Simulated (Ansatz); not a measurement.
# What TiSi (model cell, started as zinc blende) distorts into, part 3 of 3

Wanted: the energy along a soft mode of TiSi (model cell, started as zinc blende) and the structure at the end.

Ansatz 0.2.0; DFT PBEsol, scalar-relativistic, plane waves, PAW.

So far. Step 5 (Energy along the mode, all amplitudes (two of the runs …): The energy still falls at the last step, so the rise lies beyond the steps tried. Step 7 (The new phase in its own primitive cell): The largest force component left is 0.98 meV/Å and the pressure is 0.000 GPa, within the tolerances set. The cell now holds 16.96 Å³/atom. The relaxed cell has a = 4.831, c = 11.627 Å (conventional setting).

The structure was built from a prototype and need not be the compound's stable phase.

## (8) Modes of the new phase, k-mesh 10×10×10

A relaxed structure may still be a saddle point, so its zone-centre modes are computed. No field response is asked, since the mesh shows no gap.

input.yaml reads:

```yaml
crystal:
  lattice:
    - [-2.4155992123, 2.4155992123, 5.8132888543]
    - [2.4155992123, -2.4155992123, 5.8132888543]
    - [2.4155992123, 2.4155992123, -5.8132888543]
  atoms:
    - { symbol: Ti, position: [0.5, 0.0, 0.5] }
    - { symbol: Ti, position: [0.0, 0.5, 0.5] }
    - { symbol: Ti, position: [0.8849830053, 0.8849830053, 0.0] }
    - { symbol: Ti, position: [0.1150169947, 0.1150169947, 0.0] }
    - { symbol: Si, position: [0.8500927712, 0.8500927712, 0.3349229005] }
    - { symbol: Si, position: [0.5151698707, 0.5151698707, 0.6650770995] }
    - { symbol: Si, position: [0.1499072288, 0.4848301293, 0.0] }
    - { symbol: Si, position: [0.4848301293, 0.1499072288, 0.0] }
kpoints:
  mp_grid: { grid: [10, 10, 10] }
hamiltonian:
  xc: pbesol
scf:
  occupations: { method: gaussian, width: 0.1 }
output:
  eigenvalues: true
phonons:
  method: dfpt
```

On the command line:

```sh
$ ansatz run input.yaml --threads 4 --pin off --max-ram 7168MiB --backend cpu --events-out ev --progress --plain --runs-dir out
```

The log of the run:

```text
[...]
Crystal: 8 atoms, lattice volume = 135.685 Å³
Basis set: ecut = 420 eV, 2647 PW (Γ), exchange–correlation on 96×96×96 points (8 copies of the dense FFT grid, shifted against one another)
Bands: 40, of which v1, the nominal top of the filled ones, is band 32 counted from 1 (31 counted from 0)
Symmetry: 8 space group operations
k-points: 504 of 1000 (irreducible under 1 space group operation, time reversal used)
[...]
SCF iter   1: F=—  HF=-12380.567722 eV  |F-HF|=—  |Δ(HF+E_count)|=         —  Δρ=1.11e-2  dr2=3.10e-1  ethr=1.77e-3  ⟨swp⟩=6.7  Hψ=88182  notcnv=0
[...]
SCF iter  11: F=-12380.525798 eV  HF=-12380.525798 eV  |F-HF|=1.09e-11  |Δ(HF+E_count)|=  7.28e-12  Δρ=5.93e-8  dr2=6.48e-12  ethr=1.00e-12  ⟨swp⟩=11.6  Hψ=91545  notcnv=0
SCF 1 converged in 11 iterations: F = -12380.525798 eV  dr2 = 6.48e-12
[...]
DFPT response loops at Γ: preconditioner auto → Kerker (q_TF=auto, 2.407 Å⁻¹) (partly filled bands, converged f_vac=0.000); β = 1.00, the filter's whole step (`scf.mixing.beta` (0.50) is not read by the response loops under this deck's `scf.mixing.preconditioner`; to damp them name `kerker` or `kerker_dos`, under which they read `scf.mixing.beta`, and type it under 1.00, their step now; both keys bind the ground state too); Broyden in place of MSR1
SCF converged after 11 iterations
Free energy (F): -12380.525798 eV
[...]
Internal energy: -12380.476691 eV  (E = F + TS)
E sigma→0 (E₀):  -12380.501245 eV
Entropy (-TS):   -0.049107 eV (-6.138 meV/atom)
Fermi energy:    10.734064 eV
[...]
--- Band table (eV; the first three rows and the last of 504) ---
  k-point 0: bands = [... 28 lower, 9.1662, 10.2636, 10.2636, 11.0144, 11.0144, 11.3023, 11.4907, 11.4907, ... 4 higher]
  k-point 1: bands = [... 28 lower, 9.6668, 10.0339, 10.2819, 10.7554, 10.9393, 11.1551, 11.3433, 11.7586, ... 4 higher]
  k-point 2: bands = [... 28 lower, 9.7358, 10.0414, 10.3593, 10.4568, 10.8998, 11.0360, 11.1433, 11.8741, ... 4 higher]
  k-point 503: bands = [... 28 lower, 9.9753, 10.1218, 10.2692, 10.2692, 10.5178, 11.0504, 11.0504, 11.4910, ... 4 higher]
--- Phonons (Γ-DFPT): 7 representative perturbations + reference, on 504 of 1000 k-points (Σ response iterations 21) ---
  k mesh reduced under 1 symmetry operation, with k and −k counted as one. Each operation leaves every solved perturbation unchanged. A smaller set is not used because it would not reduce the number of displacements times k-points to solve
  ASR residual: 6.416e-5 → 0.000e0 eV/Å²; symmetrization residual: 1.424e-5 eV/Å²
  ASR residual per site (eV/Å²): 6.42e-5 6.42e-5 1.26e-5 1.26e-5 2.66e-5 2.66e-5 2.66e-5 2.66e-5
  Γ frequencies (cm⁻¹): -167.68 -140.31 -140.31 -138.26 -91.95 -91.95 0.00 0.00 0.00 115.29 115.29 134.42 139.25 199.50 207.68 207.68 232.69 232.69 250.00 313.97 394.56 394.56 504.21 525.42
  non-analytic LO–TO correction: not included (Born effective charges unavailable; polar crystals: no LO–TO splitting at Γ)
```

Wall time 13 min (4 threads of Arm Neoverse V2, shared host); peak memory 3.9 GiB; 50 min of CPU time.

Numbers from this step:

```
sum-rule residual before enforcement                    : 6.42e-5 eV/Å²
point group                                             : -42m
highest optical mode at the zone centre (no LO-TO term) : 525.4 cm⁻¹
lowest optical zone-centre mode                         : -167.7 cm⁻¹
```

Without the LO-TO term. Patterns of degenerate modes are one choice out of their space. The modes at Γ (shares of kinetic energy by element, %) (negative means imaginary):

```csv
mode,frequency (cm⁻¹),symmetry,Ti %,Si %
1,-167.7,A2,19,81
2,-140.3,E,24,76
3,-140.3,E,24,76
4,-138.3,B1,0,100
5,-92.0,E,30,70
6,-92.0,E,30,70
7,0.0,acoustic,63,37
8,0.0,acoustic,63,37
9,0.0,acoustic,63,37
10,115.3,E,86,14
11,115.3,E,86,14
12,134.4,A1,10,90
13,139.2,B2,93,7
14,199.5,A2,81,19
15,207.7,E,50,50
16,207.7,E,50,50
17,232.7,E,94,6
18,232.7,E,94,6
19,250.0,B2,38,62
20,314.0,A1,90,10
21,394.6,E,53,47
22,394.6,E,53,47
23,504.2,A1,0,100
24,525.4,B2,6,94
```

Displacements in mode 1 (-167.7 cm⁻¹), the largest set to 1:
```
Ti1  0.00  0.00 -0.75
Ti2  0.00  0.00  0.75
Ti3  0.00  0.00  0.00
Ti4  0.00  0.00  0.00
Si5  1.00 -1.00  0.00
Si6 -1.00  1.00  0.00
Si7 -1.00 -1.00  0.00
Si8  1.00  1.00  0.00
```

Displacements in mode 17 (232.7 cm⁻¹), the largest set to 1:
```
Ti1  0.00  1.00  0.00
Ti2 -0.06 -0.04  0.00
Ti3 -0.20 -0.26  0.00
Ti4  0.23 -0.28  0.00
Si5 -0.01 -0.18  0.03
Si6 -0.01 -0.18 -0.03
Si7  0.03 -0.18  0.04
Si8  0.03 -0.18 -0.04
```

Before it was imposed, the acoustic sum rule was missed by 6.4e-5 eV/Å². Small misses are needed for a sound result but don't prove that mesh and cutoff are converged. The lowest optical mode is imaginary, 167.7i cm⁻¹, so the energy falls along it.

## (9) Outcome

```yaml
unstable_mode_of_the_parent: q = (0.25, -0.5, -0.25), 101i cm⁻¹
depth_at_the_lowest_point_sampled: 69.0 meV/atom
largest_atomic_shift_at_that_point: 0.6 Å
space_group_reached: I-42m
energy_gained_over_the_parent_first_relaxation_on_the_mesh_of_the_frozen_mode: 544 meV/atom
volume_per_atom_phase_reached: 17.0 Å³
lowest_optical_zone_centre_mode_phase_reached: -168 cm⁻¹
highest_optical_mode_at_the_zone_centre_no_lo_to_term_phase_reached: 525 cm⁻¹
```

In words: Along this mode the structure falls into I-42m, 544 meV/atom below the parent. At the parent's cell the well is 69.01 meV/atom deep on the steps tried, with its lowest point at a shift of 0.6 Å. That is the last step tried, so the steps alone don't bracket the bottom of the well. Relaxing atoms and cell changes the gain by +474.90 meV/atom against the lowest step (energies at zero smearing). Most of the total comes from this relaxation. The new phase still has an imaginary mode at the zone centre of its cell, so it is a saddle point on the way to a lower structure. Of the 2 patterns followed from this parent, this one ends 45.6 meV/atom above the lowest, I-42m. Each path keeps the symmetry of its pattern, so a lower phase may lie along a pattern not tried. With no gap, or one that is small against the smearing, the frequencies hang on the k mesh and the smearing, most of all near Kohn anomalies. The program warns that the interpolation holds no quadrupole term, so branches close to Γ can be off in this crystal. The volume moved by more than a tenth on the k mesh of the start, so the energy gain is rough. A phonon run warned that its eigensolver left some bands unconverged in a pass. The starting cell was built on a prototype and not taken from a measurement, so the phase need not exist.

[Long decimals in the printed logs are rounded to 6 places.]

[Logs are printed without paths, hosts, clocks, repeated set-up lines and the standing remarks that a program may print on its own settings, such as how far it seeks lower states.]

[Hosts, paths, dates, database ids (printed as entryN), source tags and the programs' standing remarks are cut or masked in the printed files.]

[Where the starting crystal was built by hand or by swapping elements, it need not be the compound's stable phase.]
